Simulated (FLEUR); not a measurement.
# E(M) of TiCo, part 2 of 2

Aim: the energy of TiCo as a function of its total spin moment.

FLEUR MaX-R8.1; PBEsol; all-electron FLAPW, Dirac cores, scalar-relativistic bands.

So far, magnetization (μB): step 2 (unconstrained state) 0.773.

## Step 4: Moment fixed at 0.687 μB

Two Fermi energies hold the total moment; the run starts from the free run's density.

Input file inp.xml:

```
<?xml version="1.0" encoding="UTF-8" standalone="no"?>
<fleurInput fleurInputVersion="0.39">
   <comment>
      TiCo
   </comment>
   <calculationSetup>
      <cutoffs Kmax="3.6" Gmax="10.8" GmaxXC="10.8" numbands="0"/>
      <scfLoop itmax="90" minDistance="0.00002" maxIterBroyd="15" imix="Anderson" alpha="0.05" precondParam="0.0" spinf="2.0" sdNocoIR="T"/>
      <coreElectrons ctail="T" frcor="F" kcrel="1" coretail_lmax="0"/>
      <xcFunctional name="PBEs" relativisticCorrections="F"/>
      <magnetism jspins="2" fixed_moment="0.687"/>
      <soc l_soc="F" theta="0.0" phi="0.0" spav="F"/>
      <expertModes spex="0" secvar="F"/>
      <geometryOptimization l_f="F" forcealpha="1.0" forcemix="BFGS" epsdisp="0.00001" epsforce="0.00001"/>
      <ldaU l_linMix="F" mixParam="0.05" spinf="1.0"/>
   </calculationSetup>
   <cell>
      <bzIntegration valenceElectrons="29.0" mode="hist" fermiSmearingEnergy="0.00293995">
         <kPointListSelection listName="default-1"/>
         <xi:include xmlns:xi="http://www.w3.org/2001/XInclude" href="kpts.xml"> </xi:include>
      </bzIntegration>
      <xi:include xmlns:xi="http://www.w3.org/2001/XInclude" href="sym.xml"> </xi:include>
      <bulkLattice scale="1.0">
         <bravaisMatrix>
            <row-1>    5.6429319487581688     0.0000000000000000     0.0000000000000000</row-1>
            <row-2>    0.0000000000000000     5.6429319487581688     0.0000000000000000</row-2>
            <row-3>    0.0000000000000000     0.0000000000000000     5.6429319487581688</row-3>
         </bravaisMatrix>
      </bulkLattice>
   </cell>
   <atomSpecies>
      <species name="Titanium (Ti)" element="Ti" atomicNumber="22">
         <mtSphere radius="2.38" gridPoints="787" logIncrement="0.015"/>
         <atomicCutoffs lmax="8" lnonsphr="6"/>
         <electronConfig flipSpins="F">
            <coreConfig>(1s1/2) (2s1/2) (2p1/2) (2p3/2)</coreConfig>
            <valenceConfig>(3s1/2) (3p1/2) (3p3/2) (4s1/2) (3d3/2) (3d5/2)</valenceConfig>
            <stateOccupation state="(3d3/2)" spinUp="0.400000" spinDown="0.400000"/>
            <stateOccupation state="(3d5/2)" spinUp="0.600000" spinDown="0.600000"/>
         </electronConfig>
         <energyParameters s="4" p="4" d="3" f="4"/>
         <lo type="SCLO" l="0" n="3" eDeriv="0"/>
         <lo type="SCLO" l="1" n="3" eDeriv="0"/>
      </species>
      <species name="Cobalt (Co2.000" element="Co" atomicNumber="27">
         <mtSphere radius="2.38" gridPoints="787" logIncrement="0.016"/>
         <atomicCutoffs lmax="8" lnonsphr="6"/>
         <electronConfig flipSpins="F">
            <coreConfig>(1s1/2) (2s1/2) (2p1/2) (2p3/2)</coreConfig>
            <valenceConfig>(3s1/2) (3p1/2) (3p3/2) (4s1/2) (3d3/2) (3d5/2)</valenceConfig>
            <stateOccupation state="(3d3/2)" spinUp="1.5" spinDown="1.3"/>
            <stateOccupation state="(3d5/2)" spinUp="3.0" spinDown="1.2"/>
         </electronConfig>
         <energyParameters s="4" p="4" d="3" f="4"/>
         <lo type="SCLO" l="0" n="3" eDeriv="0"/>
         <lo type="SCLO" l="1" n="3" eDeriv="0"/>
      </species>
   </atomSpecies>
   <atomGroups>
      <atomGroup species="Titanium (Ti)">
         <relPos label="                   1">.0000000000 .0000000000 .0000000000</relPos>
         <force calculate="T" relaxXYZ="TTT"/>
      </atomGroup>
      <atomGroup species="Cobalt (Co2.000">
         <relPos label="                   2">1.000/2.000 1.000/2.000 1.000/2.000</relPos>
         <force calculate="T" relaxXYZ="TTT"/>
      </atomGroup>
   </atomGroups>
   <output dos="F" band="F" slice="F">
      <bandDOS minEnergy="-.5*Htr" maxEnergy="0.5*Htr" sigma="0.015" storeEVData="T"/>
      <plotting iplot="0" polar="F">
         <plot TwoD="T" vec1="  1.0  0.0  0.0" vec2="  0.0  1.0  0.0" vec3="  0.0  0.0  1.0" zero="  0.0  0.0  0.0" file="plot"/>
      </plotting>
      <moessbauerParams electricFieldGradient="F" isomerShift="F" coreHyperfine="F" valenceHyperfine="F"/>
   </output>
</fleurInput>
```

The run is started by

```bash
OMP_NUM_THREADS=1 mpirun -n 4 fleur_MPI > fleur.log
```

The log of the run:

```text
[banner, memory and clock lines left out]
Welcome to FLEUR        (www.flapw.de)
      MaX-Release 8.1          (www.max-centre.eu)

 ========== k-point set info ==========
 Selected k-point list: default-1
 k-point list type: mesh
 10 x 10 x 10
 Number of k points: 56

 [... set-up left out ...]
 Iteration:     1   Distance:       1.35965153 me/bohr^3
 [... lines of the core solver left out ...]
 Iteration:     2   Distance:       1.25123885 me/bohr^3
 [... lines of the core solver left out ...]
 Iteration:     3   Distance:       1.13419602 me/bohr^3
 [... lines of the core solver left out ...]
 Iteration:     4   Distance:       0.18912635 me/bohr^3
 [... lines of the core solver left out ...]
 Iteration:     5   Distance:       0.13429275 me/bohr^3
 [... lines of the core solver left out ...]
 Iteration:     6   Distance:       0.12192856 me/bohr^3
 [... lines of the core solver left out ...]
 Iteration:     7   Distance:       0.08010421 me/bohr^3
 [... lines of the core solver left out ...]
[... rest left out ...]

--- out.xml (last complete iteration) ---
<iteration numberForCurrentRun="   16" overallNumber="   45">
         [... left out ...]
         <bandgap value="0.0102368181" units="eV"/>
         <sumValenceSingleParticleEnergies value="-11.0483084747" units="Htr"/>
         <bandgap value="0.0070296810" units="eV"/>
         <sumValenceSingleParticleEnergies value="-22.1158853385" units="Htr"/>
         <FermiEnergy value="0.3580568238" units="Htr"/>
         <FixedTotalMoment fermiEnergyUp="0.3564876918" fermiEnergyDown="0.3580568238" units="Htr"/>
         [... left out ...]
         <magneticMomentsInMTSpheres units="muBohr">
            <globalMagMoment atomType="1" vec="0.00000   0.00000  -0.05107"/>
            <globalMagMoment atomType="2" vec="0.00000   0.00000   0.78793"/>
         </magneticMomentsInMTSpheres>
         [... left out ...]
         <totalEnergy value="    -2245.1570519807" units="Htr">
            <sumOfEigenvalues value="    -1297.9878711662">
               <coreElectrons value="-1275.8719858278"/>
               <valenceElectrons value="-22.1158853385"/>
            </sumOfEigenvalues>
         [... left out ...]
            <freeEnergy value="-2245.1587158721"/>
            <extrapolationTo0K value="-2245.1578839264"/>
         </totalEnergy>
         <densityConvergence units="me/bohr^3">
            <chargeDensity spin="1" distance="0.0000071040"/>
            <chargeDensity spin="2" distance="0.0000174220"/>
            <overallChargeDensity distance="0.0000175847"/>
            <spinDensity distance="0.0000199691"/>
         </densityConvergence>
      </iteration>
```

Wall time 8.7 s (4 MPI ranks of Intel Xeon Platinum 8488C (Sapphire Rapids), shared host); peak memory 0.23 GiB.

This step gave:

- magnetization: 0.687 μB

Its energy lies +1.4 meV a cell from the free run's.

## Step 5: Moment fixed at 0.916 μB

Changes to inp.xml since step 4:

```diff
@@ -10,3 +10,3 @@
       <xcFunctional name="PBEs" relativisticCorrections="F"/>
-      <magnetism jspins="2" fixed_moment="0.687"/>
+      <magnetism jspins="2" fixed_moment="0.916"/>
       <soc l_soc="F" theta="0.0" phi="0.0" spav="F"/>
```

The log of the run:

```text
[banner, memory and clock lines left out]
Welcome to FLEUR        (www.flapw.de)
      MaX-Release 8.1          (www.max-centre.eu)

 ========== k-point set info ==========
 Selected k-point list: default-1
 k-point list type: mesh
 10 x 10 x 10
 Number of k points: 56

 [... set-up left out ...]
 Iteration:     1   Distance:       2.11866673 me/bohr^3
 [... lines of the core solver left out ...]
 Iteration:     2   Distance:       1.94338923 me/bohr^3
 [... lines of the core solver left out ...]
 Iteration:     3   Distance:       1.74065129 me/bohr^3
[...]
<sumOfEigenvalues value="    -1298.0101555837">
               <coreElectrons value="-1275.8763174319"/>
               <valenceElectrons value="-22.1338381518"/>
            </sumOfEigenvalues>
         [... left out ...]
            <freeEnergy value="-2245.1586412790"/>
            <extrapolationTo0K value="-2245.1580121352"/>
         </totalEnergy>
         <densityConvergence units="me/bohr^3">
            <chargeDensity spin="1" distance="0.0000075344"/>
            <chargeDensity spin="2" distance="0.0000100084"/>
            <overallChargeDensity distance="0.0000117652"/>
            <spinDensity distance="0.0000132458"/>
         </densityConvergence>
      </iteration>
```

It took 9.1 s on 4 MPI ranks; peak memory 0.21 GiB; 36 s of CPU time.

Numbers from this step:

| Quantity | Value |
| --- | --- |
| magnetization | 0.916 μB |

Its energy lies +3.4 meV a cell from the free run's.

## Step 6: Moment fixed at 0.458 μB

Changes to inp.xml since step 5:

```diff
@@ -10,3 +10,3 @@
       <xcFunctional name="PBEs" relativisticCorrections="F"/>
-      <magnetism jspins="2" fixed_moment="0.916"/>
+      <magnetism jspins="2" fixed_moment="0.458"/>
       <soc l_soc="F" theta="0.0" phi="0.0" spav="F"/>
```

The log of the run:

```text
[banner, memory and clock lines left out]
Welcome to FLEUR        (www.flapw.de)
      MaX-Release 8.1          (www.max-centre.eu)

 ========== k-point set info ==========
 Selected k-point list: default-1
 k-point list type: mesh
 10 x 10 x 10
 Number of k points: 56

 [... set-up left out ...]
 Iteration:     1   Distance:       5.06475186 me/bohr^3
 [... lines of the core solver left out ...]
 Iteration:     2   Distance:       4.70532711 me/bohr^3
 [... lines of the core solver left out ...]
 Iteration:     3   Distance:       4.29282069 me/bohr^3
[...]
<sumOfEigenvalues value="    -1297.9583114030">
               <coreElectrons value="-1275.8641687874"/>
               <valenceElectrons value="-22.0941426156"/>
            </sumOfEigenvalues>
         [... left out ...]
            <freeEnergy value="-2245.1584089591"/>
            <extrapolationTo0K value="-2245.1573659466"/>
         </totalEnergy>
         <densityConvergence units="me/bohr^3">
            <chargeDensity spin="1" distance="0.0000062114"/>
            <chargeDensity spin="2" distance="0.0000062878"/>
            <overallChargeDensity distance="0.0000117610"/>
            <spinDensity distance="0.0000042327"/>
         </densityConvergence>
      </iteration>
```

Elapsed: 11 s, on 4 MPI ranks; peak memory 0.23 GiB; 44 s of CPU time.

Numbers from this step:

```yaml
magnetization: 0.458 μB
```

Its energy lies +9.8 meV a cell from the free run's.

## Step 7: E(M)

The other moments were run in the same way.

The energy over the lowest by total spin moment:

```tsv
total spin moment (μB a cell)	energy over the lowest (meV a cell)
0.000	18.4
0.229	16.4
0.458	9.75
0.687	1.40
0.774	0
0.916	3.43
1.145	41.5
1.374	134
```

Table of moment, largest sphere moment by total spin moment:

```tsv
total spin moment (μB a cell)	moment, largest sphere moment (μB)
0.000	0
0.229	0.282
0.458	0.557
0.687	0.788
0.774	0.857
0.916	0.946
1.145	1.02
1.374	1.12
```

## Step 8: What came out

```
moment of the free run     : 0.774 μB a cell
moment of the lowest point : 0.774 μB a cell
energy of the spinless run : 18.4 meV a cell over the lowest
```

In words: The lowest point lies 18.4 meV a cell under the spinless run, in free energy at a smearing of 0.08 eV. The point at zero is the spinless run. Opposed orders, which also have no total moment, were not run.

[Logs and program files are shortened in this print: banners, set-up blocks, solver, clock and traceback lines can be left out without a mark of their own.]

[Logs are printed without paths, hosts, clocks, repeated set-up lines and the standing remarks that a program may print on its own settings, such as how far it seeks lower states.]

[Hosts, paths, dates, database ids (printed as entryN), source tags and the programs' standing remarks are cut or masked in the printed files.]

[Where a cell is said to come from a database of computed structures, the database is the Materials Project.]
